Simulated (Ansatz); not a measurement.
**CrGe2N4 monolayer in a perpendicular field**

What dipole does a perpendicular field induce in the CrGe2N4 monolayer? A positive field points along +c.

Calculated with Ansatz 0.2.0; plane-wave DFT, PBE+U-D3(BJ), Ansatz PAW.

This is a report of a sequence of runs, with most program output left out.

## Step 1: Starting point

The cell holds 7 atoms: 4 N, 2 Ge and 1 Cr. Its edges and angles: a = 3.020 Å, b = 3.020 Å, c = 44.756 Å, α = 90.0°, β = 90.0°, γ = 120.0°. Vacuum lies along c.

Structure file:

```xyz
7
Lattice="3.0200 0.0000 0.0000 -1.5100 2.6154 0.0000 0.0000 0.0000 44.7555" Properties=species:S:1:pos:R:3
N     0.0000    0.0000   18.9500
Ge    0.0000    1.7436   19.5378
N     0.0000    1.7436   21.3778
Cr    0.0000    0.0000   22.3778
N     0.0000    1.7436   23.3778
Ge    0.0000    1.7436   25.2178
N     0.0000    0.0000   25.8055
```

## Step 2: Relaxation

The starting cell is a guess, so the in-plane lattice and the atoms are relaxed first, with the slab cut off from its images along the normal.

File input.yaml:

```yaml
crystal:
  lattice:
    - [3.02, 0.0, 0.0]
    - [-1.51, 2.6153967194, 0.0]
    - [0.0, 0.0, 44.7555282501]
  atoms:
    - { symbol: "N", position: [0.0, 0.0, 0.4234113805] }
    - { symbol: Ge, position: [0.3333333333, 0.6666666667, 0.4365441519] }
    - { symbol: "N", position: [0.3333333333, 0.6666666667, 0.4776563915] }
    - { symbol: Cr, position: [0.0, 0.0, 0.5], spin: 1.0 }
    - { symbol: "N", position: [0.3333333333, 0.6666666667, 0.5223436085] }
    - { symbol: Ge, position: [0.3333333333, 0.6666666667, 0.5634558481] }
    - { symbol: "N", position: [0.0, 0.0, 0.5765886195] }
  periodic: [true, true, false]
magnetization:
  spin_polarized: true
kpoints:
  mp_grid: { grid: [12, 12, 1] }
hamiltonian:
  xc: pbe
  dispersion: d3bj
  hubbard: { sites: [{ species: Cr, l: d, u_eff: 4.0 }] }
scf:
  occupations: { method: fermi_dirac, width: 0.05 }
  convergence: { dr2_threshold: 1.0e-09 }
relax:
  f_tol: 0.004
  max_steps: 90
  cell: {}
output:
  write_potential: true
  write_density: true
  volumetric_format: npy
```

Command:

```console
$ ansatz run input.yaml --threads 4 --pin off --max-ram 6144MiB --backend cpu --events-out ev --progress --plain --runs-dir out
```

The job ended after 1.9 min (4 threads of Intel Xeon Platinum 8488C (Sapphire Rapids), shared host; peak memory 1.2 GiB; 7.2 min of CPU time).

The steps of the relaxation:

```csv
step,energy less that of the first step (eV),largest force component (eV/Å),volume (Å³)
1,0.0000,2.3276,353.50
2,-0.4720,0.5326,346.64
3,-0.5050,0.1962,350.09
4,-0.5041,0.3585,351.52
5,-0.5083,0.0120,352.33
6,-0.5083,0.0035,352.36
7*,-0.5075,0.0034,352.36
7*,-0.5075,0.0034,352.36
```

Relaxation steps marked * repeat the geometry before them on a plane-wave basis chosen anew for their cell, so energy and pressure can jump there.

The run keeps the 12 symmetry operations that it works with, so distortions that break them were not tested.

```csv
cell as run,before,after,change
a (Å),3.020,3.015,-0.2 %
b (Å),3.020,3.015,-0.2 %
```

The atoms that moved most (Å, along periodic axes as changes of fractional coordinates times the final cell, across vacuum about the mean position):

```csv
atom,dx,dy,dz,length
N1,0.000,0.000,-0.218,0.218
N7,0.000,0.000,0.218,0.218
Ge2,0.000,0.000,-0.170,0.170
Ge6,0.000,0.000,0.170,0.170
N5,0.000,0.000,0.135,0.135
N3,0.000,0.000,-0.135,0.135
```

Final coordinates:

```xyz
7
Lattice="3.0151 0.0000 0.0000 -1.5076 2.6112 0.0000 0.0000 0.0000 44.7555" Properties=species:S:1:pos:R:3
N     0.0000    0.0000   18.7320
Ge    0.0000    1.7408   19.3681
N     0.0000    1.7408   21.2428
Cr    0.0000    0.0000   22.3778
N     0.0000    1.7408   23.5127
Ge    0.0000    1.7408   25.3874
N     0.0000    0.0000   26.0236
```

Numbers from this step:

```yaml
energy_at_zero_smearing: -13501.6652 eV
total_moment: 2.000 μB
site_moments: -0.02874, 0.002621, -0.3306, 2.366, -0.3306, 0.002621, -0.02874 μB
```

Site moment by atom:

```csv
atom,site moment (μB)
N1,-0.03
Ge2,0.00
N3,-0.33
Cr4,2.37
N5,-0.33
Ge6,0.00
N7,-0.03
```

The lattice constant a goes from 3.020 to 3.015 Å.

## Step 3: Atoms held, field 0

A sawtooth potential applies the field, turning back in the middle of the vacuum. With the dipole correction the typed value is the field outside the slab. The induced dipole is small, so the SCF threshold is tight.

The cell differs from the one that the last finished run ended in (c 44.756 → 25.292 Å).

File input.yaml:

```yaml
crystal:
  lattice:
    - [3.0151251925, 0.0, 0.0]
    - [-1.5075625963, 2.6111750123, 0.0]
    - [0.0, 0.0, 25.2916195185]
  atoms:
    - { symbol: "N", position: [0.0, 0.0, 0.3558490983], spin: -0.03 }
    - { symbol: Ge, position: [0.3333333333, 0.6666666667, 0.3810030996] }
    - { symbol: "N", position: [0.3333333333, 0.6666666667, 0.4551251592], spin: -0.33 }
    - { symbol: Cr, position: [0.0, 0.0, 0.5], spin: 2.37 }
    - { symbol: "N", position: [0.3333333333, 0.6666666667, 0.5448748408], spin: -0.33 }
    - { symbol: Ge, position: [0.3333333333, 0.6666666667, 0.6189969004] }
    - { symbol: "N", position: [0.0, 0.0, 0.6441509017], spin: -0.03 }
magnetization:
  spin_polarized: true
kpoints:
  mp_grid: { grid: [18, 18, 1] }
  band_path:
    path: [[0, 0, 0], [0.5, 0, 0], [0.33333333, 0.33333333, 0], [0, 0, 0]]
    npoints: 16
hamiltonian:
  xc: pbe
  dispersion: d3bj
  hubbard: { sites: [{ species: Cr, l: d, u_eff: 4.0 }] }
scf:
  occupations: { method: fermi_dirac, width: 0.05 }
  convergence: { dr2_threshold: 1.0e-10 }
efield:
  axis: 3
  dipole_correction: true
  ramp_position: 0.97
  ramp_width: 0.06
  amplitude: 0
output:
  dos: { projected: true, e_range: [-6, 5] }
  bader: true
  write_potential: true
  write_density: true
  volumetric_format: npy
  elf: true
```

Elapsed: 41 s, on 4 threads; peak memory 1.1 GiB.

This step gave:

| Item | Value |
| --- | --- |
| energy at zero smearing | -13501.6657 eV |
| site moments | -0.02872, 0.002560, -0.3294, 2.363, -0.3294, 0.002560, -0.02872 μB |
| work function, upper face | 6.109 eV |
| dipole along the normal | 4.69e-7 e·Å |

Running mean over a fixed 2.7 Å (it still follows the layers) of the planar mean; the ramp of the sawtooth is left out. Table of electron's electrostatic potential energy less the Fermi level by z:

z (Å), electron's electrostatic potential energy less the Fermi level (eV) and a bar from the least value:
```
        4       6.11 ##############################
        5       6.11 ##############################
        6       6.09 ##############################
        7       5.69 #############################
        8      -0.02 #################
        9      -6.48 ###
       10      -7.95 
       11      -5.75 #####
       12      -7.16 ##
       13      -8.04 
       14      -5.70 #####
       15      -7.63 #
       16      -7.26 ##
       17      -2.34 ############
       18       4.94 ############################
       19       6.07 ##############################
       20       6.11 ##############################
       21       6.11 ##############################
       22       6.11 ##############################
```

The density of states has structure finer than the step of the table below, so its rows give means over 0.2 eV, whole bins alone (the curve runs from -6 to 1.99 eV). Peaks (eV: height): total -4.59: 7.97, -4.26: 9.06, -3.13: 7.43, -2.36: 12.0, -2.11: 9.09, -1.86: 8.49, -1.45: 7.75; up -5.26: 5.22, -4.65: 4.11, -4.26: 6.62, -3.13: 5.85, -2.36: 9.06, -2.11: 6.24, -0.10: 4.21; down -5.12: 4.88, -4.59: 5.11, -2.39: 4.62, -2.00: 4.71, -1.95: 5.54, -1.86: 7.42, -1.45: 4.65.

Density of states against energy, zero at the Fermi level; means over each step; values in states/eV a cell:

```csv
energy (eV),total,up,down
-5.8,2.75,0.827,1.92
-5.6,3.33,1.65,1.68
-5.4,2.56,1.50,1.06
-5.2,3.74,1.76,1.98
-5.0,2.98,1.60,1.37
-4.8,3.36,2.16,1.20
-4.6,5.21,2.55,2.66
-4.4,3.58,1.94,1.64
-4.2,6.44,3.39,3.06
-4.0,3.73,1.59,2.13
-3.8,2.79,1.81,0.976
-3.6,2.78,1.81,0.970
-3.4,4.58,3.10,1.48
-3.2,5.12,3.49,1.62
-3.0,3.77,2.07,1.70
-2.8,3.64,1.61,2.03
-2.6,3.74,1.98,1.76
-2.4,8.29,4.96,3.33
-2.2,6.82,4.01,2.81
-2.0,6.09,1.99,4.10
-1.8,4.21,1.02,3.20
-1.6,3.77,2.05,1.73
-1.4,3.77,1.39,2.38
-1.2,2.06,1.22,0.847
-1.0,1.98,0.831,1.15
-0.8,1.19,1.19,0
-0.6,0.434,0.434,0
-0.4,0.536,0.536,0
-0.2,1.55,1.55,0
0.0,1.36,1.36,0
0.2,0.850,0.850,0
0.4,0.733,0.733,0
0.6,0.640,0.640,0
0.8,0.571,0.571,0
1.0,0.485,0.485,0
1.2,0.417,0.417,0
1.4,1.28,1.28,0
1.6,1.88,1.88,0
1.8,1.96,1.96,0.00142
```

Projected DOS per atom over height of the atomic layer and energy from the Fermi level. Layers: N Ge N Cr N Ge N from below.

Ten even steps from '0' (0.00 states/eV) to '9' (1.82 states/eV), each cell a mean:
```
0014100
0013100
0000000
0001000
0001000
0013100
0001000
0011100
1021201
4032304
4052504
6088806
4065604
3035303
3139313
2024202
4123214
5134315
3144413
2132312
2121212
2121212
```
Columns: height of the atomic layer (Å) from 9 to 16.3 (not evenly spaced); rows upwards: energy from the Fermi level (eV) from -5.96 to 1.96.

Projected DOS per atom, spin up over height of the atomic layer and energy from the Fermi level. Layers: N Ge N Cr N Ge N from below.

Ten even steps from '0' (0.00 states/eV) to '9' (1.64 states/eV), each cell a mean:
```
0015100
0013100
0000000
0001000
0011100
0013100
0002000
0011100
0011100
2011102
1011101
4036304
2034302
1014101
2019102
1014101
2002002
2114112
1123211
1012101
1011101
1000001
```
Columns: height of the atomic layer (Å) from 9 to 16.3 (not evenly spaced); rows upwards: energy from the Fermi level (eV) from -5.96 to 1.96.

Projected DOS per atom, spin down over height of the atomic layer and energy from the Fermi level. Layers: N Ge N Cr N Ge N from below.

Ten even steps from '0' (0.00 states/eV) to '9' (0.90 states/eV), each cell a mean:
```
0000000
0000000
0000000
0000000
0000000
0000000
0000000
0000000
2020202
5042405
6093906
5094905
3062603
3051503
3031303
2010102
5141415
4141414
3141413
2141412
2120212
3230323
```
Columns: height of the atomic layer (Å) from 9 to 16.3 (not evenly spaced); rows upwards: energy from the Fermi level (eV) from -5.96 to 1.96.

Deep bands are left out, so band numbers here count from the lowest band kept and differ from the log's. The electronic bands at the labelled points (eV, zero at the Fermi level; # counts the bands kept):

```csv
point,up #13,up #14,up #15,up #16,down #10,down #11,down #12,down #13
Γ,-0.88,1.76,1.76,1.92,-1.25,-1.25,-1.09,1.87
halfway,-1.11,0.51,0.88,1.51,-1.93,-1.85,-1.14,2.81
M,-1.89,-0.89,-0.38,1.98,-2.03,-1.82,-1.75,2.36
halfway,-1.49,-1.36,-0.23,1.88,-2.44,-1.86,-1.53,2.54
K,-1.66,-1.12,-0.09,1.79,-2.70,-1.80,-1.37,2.70
halfway,-1.24,0.26,0.54,1.46,-2.03,-1.91,-1.22,2.73
Γ,-0.88,1.76,1.76,1.92,-1.25,-1.25,-1.09,1.87
```

Spin density in the ca plane at fractional y = 0.667, with atoms of Ge and N within 0.2 Å of it.

Values in e/Å³, 5 rows by 16 columns, each cell a mean:
```
 0.00  0.00  0.00  0.00  0.00  0.00  0.00  0.00  0.00  0.00  0.02  0.19  0.04  0.00  0.00  0.00
 0.00  0.00  0.00  0.00  0.00  0.00  0.00  0.00  0.00  0.00 -0.02  0.11  0.00 -0.01  0.00  0.00
 0.00  0.00  0.00  0.00  0.00  0.00  0.00  0.00  0.00 -0.01 -0.20 -0.01 -0.19 -0.03  0.00  0.00
 0.00  0.00  0.00  0.00  0.00  0.00  0.00  0.00  0.00 -0.01 -0.24 -0.02 -0.23 -0.03  0.00  0.00
 0.00  0.00  0.00  0.00  0.00  0.00  0.00  0.00  0.00 -0.01 -0.06  0.06 -0.05 -0.02  0.00  0.00
```
Columns run along c (16.0 Å, from fractional 0.05 to 0.68 of the cell), rows up along a (3.0 Å). Atoms in or near the plane, at fractional coordinates: Ge at (0.38, 0.33), N at (0.46, 0.33), N at (0.54, 0.33), Ge at (0.62, 0.33).

Valence density in the ca plane at fractional y = 0.667, with atoms of Ge and N within 0.2 Å of it. It is the smooth field of the valence electrons, not physical close to the nuclei.

Ten steps, logarithmic in the rise over the least value, from '0' (0 e/Å³) to '9' (32 e/Å³), each cell a mean:
```
00000000000000000000122110000112211000011211
00000000000000000000122110000112211000011211
00000000000000000000112211111111111110112211
00000000000000000000013432223321123321244310
00000000000000000000027973345531135542489620
00000000000000000000027983345531135543489620
00000000000000000000014542234321124432245310
00000000000000000000112211112211112111112211
```
Columns run along c (16.0 Å, from fractional 0.05 to 0.68 of the cell), rows up along a (3.0 Å). Atoms in or near the plane, at fractional coordinates: Ge at (0.38, 0.33), N at (0.46, 0.33), N at (0.54, 0.33), Ge at (0.62, 0.33).

Electrostatic potential energy in the ca plane at fractional y = 0.667, with atoms of Ge and N within 0.2 Å of it. With pseudopotentials it is smooth inside the atoms' cores, unlike the true potential.

Values in eV, 5 rows by 16 columns, each cell a mean:
```
  7   7   7   7   7   7   6   2  -1   2   2 -12  -1   3  -1   1
  7   7   7   7   7   7   6   1  -9   0   0  -6  -1   1  -9  -1
  7   7   7   7   7   7   6  -6 -34 -14 -30  -1 -25 -14 -34 -12
  7   7   7   7   7   7   6  -8 -39 -19 -40  -2 -34 -20 -38 -16
  7   7   7   7   7   7   6   0 -18  -4  -5  -3  -5  -2 -18  -4
```
Columns run along c (16.0 Å, from fractional 0.05 to 0.68 of the cell; values clipped at the 3rd and 97th percentile), rows up along a (3.0 Å). Atoms in or near the plane, at fractional coordinates: Ge at (0.38, 0.33), N at (0.46, 0.33), N at (0.54, 0.33), Ge at (0.62, 0.33).

The work function of the upper face is 6.11 eV.

## Step 4: Single point, field 0.1 V/Å

input.yaml: that of step 3 with these lines changed.

```diff
@@ -32,6 +32,4 @@
   ramp_width: 0.06
-  amplitude: 0
+  amplitude: 0.1
 output:
-  dos: { projected: true, e_range: [-6, 5] }
-  bader: true
   write_potential: true
@@ -39,2 +37 @@
   volumetric_format: npy
-  elf: true
```

Run time: 25 s. Hardware: 4 threads; peak memory 1.1 GiB; 97 s of CPU time.

The dipole is 0.0363 e·Å.

## Step 5: Single point, field -0.1 V/Å

input.yaml: that of step 4 with these lines changed.

```diff
@@ -32,3 +32,3 @@
   ramp_width: 0.06
-  amplitude: 0.1
+  amplitude: -0.1
 output:
```

Elapsed: 25 s, on 4 threads; peak memory 1.1 GiB.

The dipole is -0.0363 e·Å.

## Step 6: Single point, field 0.5 V/Å

input.yaml: that of step 5 with these lines changed.

```diff
@@ -32,3 +32,3 @@
   ramp_width: 0.06
-  amplitude: -0.1
+  amplitude: 0.5
 output:
```

It took 27 s on 4 threads; peak memory 1.1 GiB.

The dipole is 0.182 e·Å.

## Step 7: Single point, field -0.3 V/Å

input.yaml: that of step 6 with these lines changed.

```diff
@@ -32,4 +32,6 @@
   ramp_width: 0.06
-  amplitude: 0.5
+  amplitude: -0.3
 output:
+  dos: { projected: true, e_range: [-6, 5] }
+  bader: true
   write_potential: true
@@ -37 +39,2 @@
   volumetric_format: npy
+  elf: true
```

It took 40 s on 4 threads; peak memory 1.1 GiB; 2.6 min of CPU time.

The dipole is -0.109 e·Å.

## Step 8: Response, atoms held

This step: plane-wave DFT, PBE+U-D3(BJ), Ansatz PAW; response to a field along the normal, atoms held (Ansatz 0.2.0).

The dipoles give the slope, and the difference of two potentials shows where the field is screened.

Numbers from this step:

* equivalent conductor thickness p/(ε₀AE): 8.347 Å
* distance between the outer atoms: 7.292 Å

The dipole of the cell by applied field:

```csv
applied field (V/Å),dipole of the cell (e·Å)
-0.300,-0.109
-0.100,-0.0363
0.000,4.7e-7
0.100,0.0363
0.500,0.182
```

The total moment stays at 2 μB for applied field from -0.3 to 0.5 V/Å.

Local field over the applied field, running mean. From the potentials at -0.1 and 0.1 V/Å; running mean over 2.5 Å. Local field over applied field against z:

z (Å), local field over applied field and a bar:
```
        5      0.999 ##############################
        6      0.984 ##############################
        7      0.876 ##########################
        8      0.572 #################
        9      0.254 #######
       10      0.126 ###
       11      0.102 ##
       12      0.058 
       13      0.046 
       14      0.094 ##
       15      0.118 ##
       16      0.195 #####
       17      0.468 #############
       18      0.802 ########################
       19      0.970 #############################
       20      0.997 ##############################
       21      1.000 ##############################
```

The induced electron density oscillates, so the rows of the table below give means over windows of 0.5 Å about each position, cut where the curve ends. Its maxima inside the range that stand out by 2 % of the span (Å: e/Å³ per V/Å): 8.29: 0.00389, 9.27: 0.00166, 10.68: 8.7e-4, 11.52: 0.00156, 13.07: 5.6e-4, 14.05: 2.0e-4, 15.46: 0.00161, 16.44: -5.9e-4. Its minima: 8.85: 5.9e-4, 9.84: -0.00161, 11.24: -2.0e-4, 12.22: -5.6e-4, 13.77: -0.00156, 14.61: -8.7e-4, 16.02: -0.00166, 17.00: -0.00389.

Electrons, planar mean, per unit field. Table of induced electron density by z; means over each step:

```csv
z (Å),induced electron density (e/Å³ per V/Å)
4.5,1.6e-6
5.0,5.9e-6
5.5,2.0e-5
6.0,7.1e-5
6.5,2.2e-4
7.0,6.6e-4
7.5,0.00171
8.0,0.00334
8.5,0.00290
9.0,0.00102
9.5,2.7e-4
10.0,-0.00118
10.5,5.3e-4
11.0,2.3e-4
11.5,9.7e-4
12.0,-4.2e-5
12.5,-2.2e-4
13.0,4.1e-4
13.5,-6.9e-4
14.0,-3.9e-4
14.5,-6.0e-4
15.0,1.6e-4
15.5,0.00113
16.0,-0.00110
16.5,-0.00134
17.0,-0.00360
17.5,-0.00267
18.0,-0.00118
18.5,-4.2e-4
19.0,-1.4e-4
19.5,-4.2e-5
20.0,-1.2e-5
20.5,-3.4e-6
21.0,-9.8e-7
```

By hand: between -0.1 and 0.1 V/Å the dipole changes by 0.07263 e·Å, a slope of 0.3632 e·Å²/V. A perfect conductor of thickness t has p = ε₀AEt, so t = 180.95 × 0.3632 / 7.873 = 8.35 Å (e/ε₀ = 180.95 V·Å, A in Å²).

The induced dipole is that of a conductor 8.35 Å thick.

## Step 9: Varying the input

This step: plane-wave DFT, PBE+U-D3(BJ), Ansatz PAW (Ansatz 0.2.0).

An input spoilt on purpose, to show how the run answers: it repeats the earlier run at 0.1 V/Å with efield.axis from 3 to 1, and scf.max_iter set to 50.

input.yaml: that of step 7 with these lines changed.

```diff
@@ -27,4 +27,5 @@
   convergence: { dr2_threshold: 1.0e-10 }
+  max_iter: 50
 efield:
-  axis: 3
+  axis: 1
   dipole_correction: true
@@ -32,6 +33,4 @@
   ramp_width: 0.06
-  amplitude: -0.3
+  amplitude: 0.1
 output:
-  dos: { projected: true, e_range: [-6, 5] }
-  bader: true
   write_potential: true
@@ -39,2 +38 @@
   volumetric_format: npy
-  elf: true
```

It took 0.9 s on 4 threads; peak memory 1 GiB.

The program refused the input before any cycle.

The program's message: “Error: efield: ion 0 (N) at fractional coordinate 0.0000 along the field axis lies inside the sawtooth ramp with 2 of the planes that the density is read on at each end, [0.8867, 0.1133] — the ramp mu …”

The fault put into the input: the field along an axis without vacuum.

## Step 10: Varying the input

Another changed input: it repeats the earlier run at 0.1 V/Å with basis.ecutrho_ratio to 12 and kpoints.mp_grid.grid from [18, 18, 1] to [22, 22, 1].

input.yaml: that of step 9 with these lines changed.

```diff
@@ -16,3 +16,3 @@
 kpoints:
-  mp_grid: { grid: [18, 18, 1] }
+  mp_grid: { grid: [22, 22, 1] }
   band_path:
@@ -27,5 +27,4 @@
   convergence: { dr2_threshold: 1.0e-10 }
-  max_iter: 50
 efield:
-  axis: 1
+  axis: 3
   dipole_correction: true
@@ -38 +37,3 @@
   volumetric_format: npy
+basis:
+  ecutrho_ratio: 12
```

Elapsed: 34 s, on 4 threads; peak memory 1.7 GiB.

Numbers from this step:

```yaml
energy_at_zero_smearing: -13501.6659 eV
site_moments: -0.02790, 0.002540, -0.3285, 2.363, -0.3306, 0.002595, -0.02935 μB
dipole_along_the_normal: 0.03631 e·Å
```

Deep bands are left out, so band numbers here count from the lowest band kept and differ from the log's. The electronic bands at the labelled points (eV, zero at the Fermi level; # counts the bands kept):

```csv
point,up #13,up #14,up #15,up #16,down #10,down #11,down #12,down #13
Γ,-0.88,1.76,1.76,1.92,-1.25,-1.25,-1.09,1.87
halfway,-1.11,0.51,0.88,1.51,-1.93,-1.85,-1.14,2.81
M,-1.88,-0.89,-0.38,1.98,-2.03,-1.82,-1.75,2.36
halfway,-1.49,-1.35,-0.23,1.88,-2.44,-1.86,-1.53,2.54
K,-1.66,-1.12,-0.09,1.79,-2.70,-1.80,-1.37,2.70
halfway,-1.24,0.26,0.54,1.46,-2.03,-1.91,-1.22,2.73
Γ,-0.88,1.76,1.76,1.92,-1.25,-1.25,-1.09,1.87
```

```csv
quantity,this run,earlier run,difference
dipole along the normal (e·Å),0.03631,0.03632,-8.5e-7
total moment (μB),2.000,2.000,1.3e-11
```

Nothing in the table moves by 0.01 in its unit (for the dipole 0.5 % and 5e-5 e·Å).

## Step 11: What came out

```json
{
  "gap without field": "none",
  "work function, upper face": "6.11 eV",
  "equivalent conductor thickness, atoms held": "8.35 Å"
}
```

In words: The induced dipole equals that of a perfect conductor 8.35 Å thick, while the outer atoms lie 7.29 Å apart. There is no gap over 0.03 eV, with or without the field. The magnetic order is the one reached from the typed start; other orders were not compared. Spin-orbit coupling is left out. The outer anions sit over the metal atoms, one of several polytypes of such layers and not the lowest for every compound.

[Logs are printed without paths, hosts, clocks, repeated set-up lines and the standing remarks that a program may print on its own settings, such as how far it seeks lower states.]

[Hosts, paths, dates, database ids (printed as entryN), source tags and the programs' standing remarks are cut or masked in the printed files.]

[Maps of the electrostatic potential energy from Ansatz leave out the sawtooth potential of an applied field or a dipole correction, so their vacuum need not be flat; planar profiles and work functions include it.]

[The density of states shown here was stored with 400 of the rows of the run's finer table, so its peaks can read low, often by over a quarter, or be missed, and its means over a window can be off by a tenth or more.]
